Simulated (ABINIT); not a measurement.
Computed results, one entry a study.

```json
{"subject": "Diamond (Fd-3m, 2 atoms a cell): G0W0 with ABINIT, start to end", "lattice_ang": [[-0.0, 1.7834, 1.7834], [1.7834, -0.0, 1.7834], [1.7834, 1.7834, 0.0]], "atoms": [["C", 0.0, 0.0, 0.0], ["C", 0.25, 0.25, 0.25]], "method": "RPA screening on PBE, plane waves, norm-conserving pseudopotentials (and 2 further levels or steps)", "program": "ABINIT 10.8.3", "settings": "cutoff 37 Ha, PseudoDojo scalar-relativistic 0.4.1 standard, norm-conserving, potential set dojo-sr-pbe-0.4.1-standard, ngkpt (6, 6, 6), nband 56, ecuteps 8 Ha, inclvkb 2, shiftk (0, 0, 0), symchi 1, awtr 1, frequency ppm, 6×6×6 k-mesh", "cost": "5 runs, 19 s in all on 4 MPI ranks of Arm Neoverse V2, shared host", "notes": "The cell and positions come from the Crystallography Open Database and are kept as given unless a step says otherwise. The 6×6×6 mesh is coarse for this cell, which bears on the long-range parts of exchange and screening.", "results": {"pbe_gap": "4.19 eV, indirect", "g0w0_gap_on_the_mesh": "5.48 eV", "gw_settings": "6×6×6 mesh, 56 bands, screening to 217.7 eV, Godby-Needs plasmon pole", "known_limits": "short of the basis limit; coarse k mesh"}}
```

[Long decimals in the printed logs are rounded to 6 places.]

[Logs are printed without paths, hosts, clocks, repeated set-up lines and the standing remarks that a program may print on its own settings, such as how far it seeks lower states.]

[Paths, hosts, dates, memory and timing lines, banners, echoed tables and standing remarks are left out of the program output; an Ansatz launch command may be rebuilt from the run's recorded settings. Measured values are a selection of at most five: reports struck by readers or far from the other reports are left out. None is set beside runs whose start may be inverted or whose files or cutoffs have a known fault.]

[Runs of the session that timed out or met a known fault of the program may be left out.]

[Hosts, paths, dates, database ids (printed as entryN), source tags and the programs' standing remarks are cut or masked in the printed files.]

[G0W0 gaps are taken among the corrected bands and points alone; a level outside them can change the order at an edge.]

[Where Ansatz stands beside ABINIT at settings called matched, ABINIT's density can come from a denser mesh and the files from another edition; pairs whose starting gaps differed by over 0.03 eV were left out, so agreement reads better than it is.]
